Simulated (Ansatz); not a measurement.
**Ga2S3 (Imm2): the gap under strain at three levels**

Aim: how the gap of Ga2S3 (Imm2) follows strain, by a semilocal functional, a hybrid and G0W0.

Program: Ansatz 0.2.0. Level of theory: a semilocal functional, HSE06 and G0W0, plane waves, PAW. Results are calculated unless marked as measured.

Most raw output is cut from this account.

## (1) The structure

Symmetry: Imm2, No. 44, orthorhombic system. The conventional cell has a = 3.673 Å, b = 11.141 Å, c = 5.346 Å, α = 90.00°, β = 90.00°, γ = 90.00°. Nearest to Ga lie 4 S at 2.20 to 2.32 Å. Nearest to S lie 3 Ga at 2.31 to 2.32 Å. S has 2 Ga at 2.20 Å nearest. Farther neighbours and most contacts between anions are not listed.

The cell is the Materials Project's (PBE, PBE+U or r2SCAN) relaxed one; the positions were relaxed with LDA.

## (2) Unstrained: LDA

This step: DFT, LDA, plane waves, PAW; PAW set soft_1.

Input file input.yaml:

```yaml
crystal:
  lattice:
    - [-1.83633776, 5.57061928, 2.67305246]
    - [1.83633776, -5.57061928, 2.67305246]
    - [1.83633776, 5.57061928, -2.67305246]
  atoms:
    - { symbol: Ga, position: [0.1669690822, 0.0073710255, 0.1595980567] }
    - { symbol: Ga, position: [0.8477729688, 0.0073710255, 0.8404019433] }
    - { symbol: S, position: [0.9087421869, 0.2425240894, 0.6662180975] }
    - { symbol: S, position: [0.5763059919, 0.2425240894, 0.3337819025] }
    - { symbol: S, position: [0.2502087802, 0.2502087802, 0.0] }
kpoints:
  mp_grid: { grid: [8, 8, 8] }
  band_path:
    path:
      - [0.0, 0.0, 0.0]
      - [0.5, -0.5, 0.5]
      - [0.27716678, -0.27716678, 0.72283322]
      - [-0.27716678, 0.27716678, 0.27716678]
      - [0.30756361, 0.30756361, -0.30756361]
      - [0.69243639, -0.30756361, 0.30756361]
      - [0.0, 0.5, 0.0]
      - [0.25, 0.25, 0.25]
    npoints: 1
hamiltonian:
  xc: lda
  pseudopotentials: { kind: paw, azcp: { folder: soft_1 }, xc_functional: pbe }
scf:
  occupations: { method: fermi_dirac, width: 0.02 }
  n_extra_bands: 5
output:
  eigenvalues: true
  write_density: true
  write_potential: true
  elf: true
  volumetric_format: npy
```

Started as:

```
$ ansatz run input.yaml --threads 3 --pin off --max-ram 92160MiB --backend cuda --events-out ev --progress --plain --runs-dir out --devices 1 --max-vram 13GiB
```

Run time: 11 s. Hardware: 1 × NVIDIA H100 80GB HBM3 (shared by 6 runs) with 3 threads of AMD EPYC 7R13 (Zen 3), shared host; peak memory 0.96 GiB; 5.5 s of CPU time.

Numbers from this step:

- gap: 1.260 eV
- valence top at: X
- conduction bottom at: Γ
- least direct gap: 1.393 eV

The gap is indirect, with the least direct gap 0.13 eV higher.

## (3) Unstrained: G0W0

Now the one-shot GW correction: screening in the RPA, then the self-energy of the levels asked for. This step takes PAW set soft_1 files.

This step: G0W0 on LDA, plane waves, PAW; PAW set soft_1.

input.yaml, the sections that differ from step 2:

```yaml
kpoints:
  mp_grid: { grid: [6, 6, 6] }
scf:
  occupations: { method: fixed }
gw:
  n_empty_bands: 411
  ecut_chi: 140
  qp_bands: [v2, c2]
  qp_kpoints: band_edges
  screening: { model: contour_deformation }
# crystal, hamiltonian: as in step 2
# output: removed
```

It took 3.5 min on 1 × NVIDIA H100 80GB HBM3 (shared by 6 runs) with 3 threads; peak memory 3.3 GiB; 6.5 min of CPU time.

Numbers from this step:

| Quantity | Value |
| --- | --- |
| bands summed | 433 |
| RPA ε∞ on this mesh (eigenvalues) | 5.744, 6.037, 6.330 |
| plane waves in the screening matrix | 409 |
| q-points in the mesh | 216 |
| G0W0 gap on the mesh | 2.665 eV |
| k of the valence top | -0.5, -0.5, -0.5 |
| k of the conduction bottom | 0, 0, 0 |
| starting gap on the mesh | 1.260 eV |
| Z at the valence top | 0.7440 |
| Z at the conduction bottom | 0.7868 |
| least direct G0W0 gap on the computed points | 2.787 eV |

The gap on the mesh goes from 1.26 eV to 2.66 eV, a correction of +1.40 eV. Between the two edge states, bare exchange in place of the xc potential would open the gap by 7.39 eV, and correlation takes back 5.99 eV.

## (4) Unstrained: HSE06

The screened hybrid is the usual rung above semilocal functionals: a quarter of exact exchange, cut off beyond a few ångström.

This step: DFT, HSE06, plane waves, PAW; PAW set soft_1.

input.yaml, as its differences from that of step 3:

```diff
@@ -12,13 +12,21 @@
 kpoints:
-  mp_grid: { grid: [6, 6, 6] }
+  mp_grid: { grid: [4, 4, 4] }
+  band_path:
+    path:
+      - [0.0, 0.0, 0.0]
+      - [0.5, -0.5, 0.5]
+      - [0.27716678, -0.27716678, 0.72283322]
+      - [-0.27716678, 0.27716678, 0.27716678]
+      - [0.30756361, 0.30756361, -0.30756361]
+      - [0.69243639, -0.30756361, 0.30756361]
+      - [0.0, 0.5, 0.0]
+      - [0.25, 0.25, 0.25]
+    npoints: 1
 hamiltonian:
-  xc: lda
-  pseudopotentials: { kind: paw, azcp: { folder: soft_1 }, xc_functional: pbe }
+  xc: hse06
+  pseudopotentials: { kind: paw, azcp: { folder: soft_1 } }
 scf:
   occupations: { method: fixed }
-gw:
-  n_empty_bands: 411
-  ecut_chi: 140
-  qp_bands: [v2, c2]
-  qp_kpoints: band_edges
-  screening: { model: contour_deformation }
+  n_extra_bands: 5
+output:
+  eigenvalues: true
```

Elapsed: 37 s, on 1 × NVIDIA H100 80GB HBM3 (shared by 6 runs) with 3 threads; peak memory 1.6 GiB; 42 s of CPU time.

This step gave:

| Quantity | Value |
| --- | --- |
| gap | 2.615 eV |
| valence top at | X |
| conduction bottom at | Γ |
| least direct gap | 2.744 eV |
| exact-exchange fraction | 0.25 |

The gap stands +1.36 eV against LDA.

## (5) Hydrostatic +3.0 %: LDA

This step: DFT, LDA, plane waves, PAW; PAW set soft_1.

The cell differs from the one that the last finished run ended in (a 6.446 → 6.639 Å, b 6.446 → 6.639 Å, c 6.446 → 6.639 Å).

Input file input.yaml:

```yaml
crystal:
  lattice:
    - [-1.8914278928, 5.7377378584, 2.7532440338]
    - [1.8914278928, -5.7377378584, 2.7532440338]
    - [1.8914278928, 5.7377378584, -2.7532440338]
  atoms:
    - { symbol: Ga, position: [0.1662651347, 0.0055492443, 0.1607158905] }
    - { symbol: Ga, position: [0.8448333538, 0.0055492443, 0.8392841095] }
    - { symbol: S, position: [0.9312355879, 0.2558359951, 0.6753995928] }
    - { symbol: S, position: [0.5804364023, 0.2558359951, 0.3246004072] }
    - { symbol: S, position: [0.2272285312, 0.2272285312, 0.0] }
kpoints:
  mp_grid: { grid: [8, 8, 8] }
  band_path:
    path:
      - [0.0, 0.0, 0.0]
      - [0.5, -0.5, 0.5]
      - [0.27716678, -0.27716678, 0.72283322]
      - [-0.27716678, 0.27716678, 0.27716678]
      - [0.30756361, 0.30756361, -0.30756361]
      - [0.69243639, -0.30756361, 0.30756361]
      - [0.0, 0.5, 0.0]
      - [0.25, 0.25, 0.25]
    npoints: 1
hamiltonian:
  xc: lda
  pseudopotentials: { kind: paw, azcp: { folder: soft_1 }, xc_functional: pbe }
scf:
  occupations: { method: fermi_dirac, width: 0.02 }
  n_extra_bands: 5
output:
  eigenvalues: true
```

Run time: 20 s. Hardware: 1 × NVIDIA H100 80GB HBM3 (shared by 6 runs) with 3 threads; peak memory 0.95 GiB.

This step gave:

- gap: 1.138 eV
- valence top at: X
- conduction bottom at: Γ
- least direct gap: 1.276 eV

The gap is indirect, with the least direct gap 0.14 eV higher.

## (6) Hydrostatic +3.0 %: G0W0

This step: G0W0 on LDA, plane waves, PAW; PAW set soft_1.

input.yaml, the sections that differ from step 5:

```yaml
kpoints:
  mp_grid: { grid: [6, 6, 6] }
scf:
  occupations: { method: fixed }
gw:
  n_empty_bands: 411
  ecut_chi: 140
  qp_bands: [v2, c2]
  qp_kpoints: band_edges
  screening: { model: contour_deformation }
# crystal, hamiltonian: as in step 5
# output: removed
```

Run time: 3.5 min. Hardware: 1 × NVIDIA H100 80GB HBM3 (shared by 6 runs) with 3 threads; peak memory 3.6 GiB.

This step gave:

```
bands summed                                 : 433
RPA ε∞ on this mesh (eigenvalues)            : 5.292, 5.767, 6.140
plane waves in the screening matrix          : 461
G0W0 gap on the mesh                         : 2.524 eV
k of the valence top                         : -0.5, -0.5, -0.5
k of the conduction bottom                   : 0, 0, 0
starting gap on the mesh                     : 1.138 eV
least direct G0W0 gap on the computed points : 2.650 eV
```

The gap on the mesh goes from 1.14 eV to 2.52 eV, a correction of +1.39 eV. Between the two edge states, bare exchange in place of the xc potential would open the gap by 7.22 eV, and correlation takes back 5.83 eV.

## (7) Hydrostatic +3.0 %: HSE06

This step: DFT, HSE06, plane waves, PAW; PAW set soft_1.

input.yaml, as its differences from that of step 6:

```diff
@@ -12,13 +12,25 @@
 kpoints:
-  mp_grid: { grid: [6, 6, 6] }
+  mp_grid: { grid: [4, 4, 4] }
+  band_path:
+    path:
+      - [0.0, 0.0, 0.0]
+      - [0.5, -0.5, 0.5]
+      - [0.27716678, -0.27716678, 0.72283322]
+      - [-0.27716678, 0.27716678, 0.27716678]
+      - [0.30756361, 0.30756361, -0.30756361]
+      - [0.69243639, -0.30756361, 0.30756361]
+      - [0.0, 0.5, 0.0]
+      - [0.25, 0.25, 0.25]
+    npoints: 1
 hamiltonian:
-  xc: lda
-  pseudopotentials: { kind: paw, azcp: { folder: soft_1 }, xc_functional: pbe }
+  xc: hse06
+  pseudopotentials: { kind: paw, azcp: { folder: soft_1 } }
 scf:
   occupations: { method: fixed }
-gw:
-  n_empty_bands: 411
-  ecut_chi: 140
-  qp_bands: [v2, c2]
-  qp_kpoints: band_edges
-  screening: { model: contour_deformation }
+  n_extra_bands: 5
+output:
+  eigenvalues: true
+  write_density: true
+  write_potential: true
+  elf: true
+  volumetric_format: npy
```

Elapsed: 23 s, on 1 × NVIDIA H100 80GB HBM3 (shared by 6 runs) with 3 threads; peak memory 1.7 GiB; 33 s of CPU time.

Numbers from this step:

```yaml
gap: 2.458 eV
valence_top_at: X
conduction_bottom_at: Γ
least_direct_gap: 2.589 eV
```

The gap stands +1.32 eV against LDA.

## (8) Hydrostatic +1.5 %: LDA

This step: DFT, LDA, plane waves, PAW; PAW set soft_1.

The cell differs from the one that the last finished run ended in (a 6.639 → 6.543 Å, b 6.639 → 6.543 Å, c 6.639 → 6.543 Å).

Input file input.yaml:

```yaml
crystal:
  lattice:
    - [-1.8638828264, 5.6541785692, 2.7131482469]
    - [1.8638828264, -5.6541785692, 2.7131482469]
    - [1.8638828264, 5.6541785692, -2.7131482469]
  atoms:
    - { symbol: Ga, position: [0.1666464377, 0.0065481459, 0.1600982918] }
    - { symbol: Ga, position: [0.8464498541, 0.0065481459, 0.8399017082] }
    - { symbol: S, position: [0.9197251147, 0.2490661692, 0.6706589455] }
    - { symbol: S, position: [0.5784072237, 0.2490661692, 0.3293410545] }
    - { symbol: S, position: [0.2387703798, 0.2387703798, 0.0] }
kpoints:
  mp_grid: { grid: [8, 8, 8] }
  band_path:
    path:
      - [0.0, 0.0, 0.0]
      - [0.5, -0.5, 0.5]
      - [0.27716678, -0.27716678, 0.72283322]
      - [-0.27716678, 0.27716678, 0.27716678]
      - [0.30756361, 0.30756361, -0.30756361]
      - [0.69243639, -0.30756361, 0.30756361]
      - [0.0, 0.5, 0.0]
      - [0.25, 0.25, 0.25]
    npoints: 1
hamiltonian:
  xc: lda
  pseudopotentials: { kind: paw, azcp: { folder: soft_1 }, xc_functional: pbe }
scf:
  occupations: { method: fermi_dirac, width: 0.02 }
  n_extra_bands: 5
output:
  eigenvalues: true
```

It took 7.9 s on 1 × NVIDIA H100 80GB HBM3 (shared by 6 runs) with 3 threads; peak memory 0.93 GiB; 6.5 s of CPU time.

Numbers from this step:

| Quantity | Value |
| --- | --- |
| gap | 1.202 eV |
| valence top at | X |
| conduction bottom at | Γ |
| least direct gap | 1.339 eV |

The gap is indirect, with the least direct gap 0.14 eV higher.

## (9) Hydrostatic +1.5 %: G0W0

This step: G0W0 on LDA, plane waves, PAW; PAW set soft_1.

input.yaml, the sections that differ from step 8:

```yaml
kpoints:
  mp_grid: { grid: [6, 6, 6] }
scf:
  occupations: { method: fixed }
gw:
  n_empty_bands: 411
  ecut_chi: 140
  qp_bands: [v2, c2]
  qp_kpoints: band_edges
  screening: { model: contour_deformation }
# crystal, hamiltonian: as in step 8
# output: removed
```

Run time: 3.8 min. Hardware: 1 × NVIDIA H100 80GB HBM3 (shared by 6 runs) with 3 threads; peak memory 3.4 GiB; 7 min of CPU time.

This step gave:

```
bands summed                                 : 433
RPA ε∞ on this mesh (eigenvalues)            : 5.491, 5.877, 6.214
plane waves in the screening matrix          : 429
G0W0 gap on the mesh                         : 2.603 eV
k of the valence top                         : -0.5, -0.5, -0.5
k of the conduction bottom                   : 0, 0, 0
starting gap on the mesh                     : 1.202 eV
least direct G0W0 gap on the computed points : 2.728 eV
```

The gap on the mesh goes from 1.20 eV to 2.60 eV, a correction of +1.40 eV. Between the two edge states, bare exchange in place of the xc potential would open the gap by 7.31 eV, and correlation takes back 5.91 eV.

## (10) Hydrostatic +1.5 %: HSE06

This step: DFT, HSE06, plane waves, PAW; PAW set soft_1.

input.yaml, as its differences from that of step 9:

```diff
@@ -12,13 +12,21 @@
 kpoints:
-  mp_grid: { grid: [6, 6, 6] }
+  mp_grid: { grid: [4, 4, 4] }
+  band_path:
+    path:
+      - [0.0, 0.0, 0.0]
+      - [0.5, -0.5, 0.5]
+      - [0.27716678, -0.27716678, 0.72283322]
+      - [-0.27716678, 0.27716678, 0.27716678]
+      - [0.30756361, 0.30756361, -0.30756361]
+      - [0.69243639, -0.30756361, 0.30756361]
+      - [0.0, 0.5, 0.0]
+      - [0.25, 0.25, 0.25]
+    npoints: 1
 hamiltonian:
-  xc: lda
-  pseudopotentials: { kind: paw, azcp: { folder: soft_1 }, xc_functional: pbe }
+  xc: hse06
+  pseudopotentials: { kind: paw, azcp: { folder: soft_1 } }
 scf:
   occupations: { method: fixed }
-gw:
-  n_empty_bands: 411
-  ecut_chi: 140
-  qp_bands: [v2, c2]
-  qp_kpoints: band_edges
-  screening: { model: contour_deformation }
+  n_extra_bands: 5
+output:
+  eigenvalues: true
```

The job ended after 29 s (1 × NVIDIA H100 80GB HBM3 (shared by 6 runs) with 3 threads; peak memory 1.6 GiB).

This step gave:

- gap: 2.544 eV
- valence top at: X
- conduction bottom at: Γ
- least direct gap: 2.674 eV

The gap stands +1.34 eV against LDA.

## (11) Uniaxial along z +0.5 %: LDA

This step: DFT, LDA, plane waves, PAW; PAW set soft_1.

The cell differs from the one that the last finished run ended in (a 6.543 → 6.451 Å, b 6.543 → 6.451 Å, c 6.543 → 6.451 Å, γ 131.0 → 130.8°).

Input file input.yaml:

```yaml
crystal:
  lattice:
    - [-1.83633776, 5.57061928, 2.6864177223]
    - [1.83633776, -5.57061928, 2.6864177223]
    - [1.83633776, 5.57061928, -2.6864177223]
  atoms:
    - { symbol: Ga, position: [0.167194893, 0.0073464965, 0.1598483965] }
    - { symbol: Ga, position: [0.8474981, 0.0073464965, 0.8401516035] }
    - { symbol: S, position: [0.9099720127, 0.24350102, 0.6664709927] }
    - { symbol: S, position: [0.5770300273, 0.24350102, 0.3335290073] }
    - { symbol: S, position: [0.248303977, 0.248303977, 0.0] }
kpoints:
  mp_grid: { grid: [8, 8, 8] }
  band_path:
    path:
      - [0.0, 0.0, 0.0]
      - [0.5, -0.5, 0.5]
      - [0.27716678, -0.27716678, 0.72283322]
      - [-0.27716678, 0.27716678, 0.27716678]
      - [0.30756361, 0.30756361, -0.30756361]
      - [0.69243639, -0.30756361, 0.30756361]
      - [0.0, 0.5, 0.0]
      - [0.25, 0.25, 0.25]
    npoints: 1
hamiltonian:
  xc: lda
  pseudopotentials: { kind: paw, azcp: { folder: soft_1 }, xc_functional: pbe }
scf:
  occupations: { method: fermi_dirac, width: 0.02 }
  n_extra_bands: 5
output:
  eigenvalues: true
```

It took 7.4 s on 1 × NVIDIA H100 80GB HBM3 (shared by 6 runs) with 3 threads; peak memory 0.94 GiB; 15 s of CPU time.

Numbers from this step:

```yaml
gap: 1.252 eV
valence_top_at: X
conduction_bottom_at: Γ
least_direct_gap: 1.388 eV
```

The gap is indirect, with the least direct gap 0.14 eV higher.

## (12) Uniaxial along z +0.5 %: G0W0

This step: G0W0 on LDA, plane waves, PAW; PAW set soft_1.

input.yaml, the sections that differ from step 11:

```yaml
kpoints:
  mp_grid: { grid: [6, 6, 6] }
scf:
  occupations: { method: fixed }
gw:
  n_empty_bands: 411
  ecut_chi: 140
  qp_bands: [v2, c2]
  qp_kpoints: band_edges
  screening: { model: contour_deformation }
# crystal, hamiltonian: as in step 11
# output: removed
```

The job ended after 2.6 min (1 × NVIDIA H100 80GB HBM3 (shared by 6 runs) with 3 threads; peak memory 3.3 GiB; 5.1 min of CPU time).

Numbers from this step:

| Item | Value |
| --- | --- |
| bands summed | 433 |
| RPA ε∞ on this mesh (eigenvalues) | 5.713, 6.012, 6.307 |
| plane waves in the screening matrix | 409 |
| G0W0 gap on the mesh | 2.656 eV |
| k of the valence top | -0.5, -0.5, -0.5 |
| k of the conduction bottom | 0, 0, 0 |
| starting gap on the mesh | 1.252 eV |
| least direct G0W0 gap on the computed points | 2.782 eV |

The gap on the mesh goes from 1.25 eV to 2.66 eV, a correction of +1.40 eV. Between the two edge states, bare exchange in place of the xc potential would open the gap by 7.38 eV, and correlation takes back 5.98 eV.

## (13) Uniaxial along z +0.5 %: HSE06

This step: DFT, HSE06, plane waves, PAW; PAW set soft_1.

input.yaml, as its differences from that of step 12:

```diff
@@ -12,13 +12,21 @@
 kpoints:
-  mp_grid: { grid: [6, 6, 6] }
+  mp_grid: { grid: [4, 4, 4] }
+  band_path:
+    path:
+      - [0.0, 0.0, 0.0]
+      - [0.5, -0.5, 0.5]
+      - [0.27716678, -0.27716678, 0.72283322]
+      - [-0.27716678, 0.27716678, 0.27716678]
+      - [0.30756361, 0.30756361, -0.30756361]
+      - [0.69243639, -0.30756361, 0.30756361]
+      - [0.0, 0.5, 0.0]
+      - [0.25, 0.25, 0.25]
+    npoints: 1
 hamiltonian:
-  xc: lda
-  pseudopotentials: { kind: paw, azcp: { folder: soft_1 }, xc_functional: pbe }
+  xc: hse06
+  pseudopotentials: { kind: paw, azcp: { folder: soft_1 } }
 scf:
   occupations: { method: fixed }
-gw:
-  n_empty_bands: 411
-  ecut_chi: 140
-  qp_bands: [v2, c2]
-  qp_kpoints: band_edges
-  screening: { model: contour_deformation }
+  n_extra_bands: 5
+output:
+  eigenvalues: true
```

The job ended after 18 s (1 × NVIDIA H100 80GB HBM3 (shared by 6 runs) with 3 threads; peak memory 1.6 GiB).

Numbers from this step:

```
gap                  : 2.606 eV
valence top at       : X
conduction bottom at : Γ
least direct gap     : 2.738 eV
```

The gap stands +1.35 eV against LDA.

## (14) Biaxial in xy -2.0 %: LDA

This step: DFT, LDA, plane waves, PAW; PAW set soft_1.

The cell differs from the one that the last finished run ended in (a 6.451 → 6.339 Å, b 6.451 → 6.339 Å, c 6.451 → 6.339 Å, β 60.6 → 61.1°, γ 130.8 → 130.1°).

Input file input.yaml:

```yaml
crystal:
  lattice:
    - [-1.7996110048, 5.4592068944, 2.67305246]
    - [1.7996110048, -5.4592068944, 2.67305246]
    - [1.7996110048, 5.4592068944, -2.67305246]
  atoms:
    - { symbol: Ga, position: [0.1678043686, 0.0080112159, 0.1597931527] }
    - { symbol: Ga, position: [0.8482180632, 0.0080112159, 0.8402068473] }
    - { symbol: S, position: [0.90022928, 0.2383757671, 0.6618535129] }
    - { symbol: S, position: [0.5765222542, 0.2383757671, 0.3381464871] }
    - { symbol: S, position: [0.257225044, 0.257225044, 0.0] }
kpoints:
  mp_grid: { grid: [8, 8, 8] }
  band_path:
    path:
      - [0.0, 0.0, 0.0]
      - [0.5, -0.5, 0.5]
      - [0.27716678, -0.27716678, 0.72283322]
      - [-0.27716678, 0.27716678, 0.27716678]
      - [0.30756361, 0.30756361, -0.30756361]
      - [0.69243639, -0.30756361, 0.30756361]
      - [0.0, 0.5, 0.0]
      - [0.25, 0.25, 0.25]
    npoints: 1
hamiltonian:
  xc: lda
  pseudopotentials: { kind: paw, azcp: { folder: soft_1 }, xc_functional: pbe }
scf:
  occupations: { method: fermi_dirac, width: 0.02 }
  n_extra_bands: 5
output:
  eigenvalues: true
  write_density: true
  write_potential: true
  elf: true
  volumetric_format: npy
```

It took 7.1 s on 1 × NVIDIA H100 80GB HBM3 (shared by 6 runs) with 3 threads; peak memory 0.95 GiB; 11 s of CPU time.

Numbers from this step:

```yaml
gap: 1.312 eV
valence_top_at: X
conduction_bottom_at: Γ
least_direct_gap: 1.452 eV
```

The gap is indirect, with the least direct gap 0.14 eV higher.

(Part 1 of 2 ends here.)

[Paths, hosts, dates, memory and timing lines, banners, echoed tables and standing remarks are left out of the program output.]

[Logs are printed without paths, hosts, clocks, repeated set-up lines and the standing remarks that a program may print on its own settings, such as how far it seeks lower states.]

[Runs of the session that timed out or met a known fault of the program may be left out.]

[Cells called generated may have been cut or substituted from an entry of the Crystallography Open Database or the Materials Project.]

[Hosts, paths, dates, database ids (printed as entryN), source tags and the programs' standing remarks are cut or masked in the printed files.]
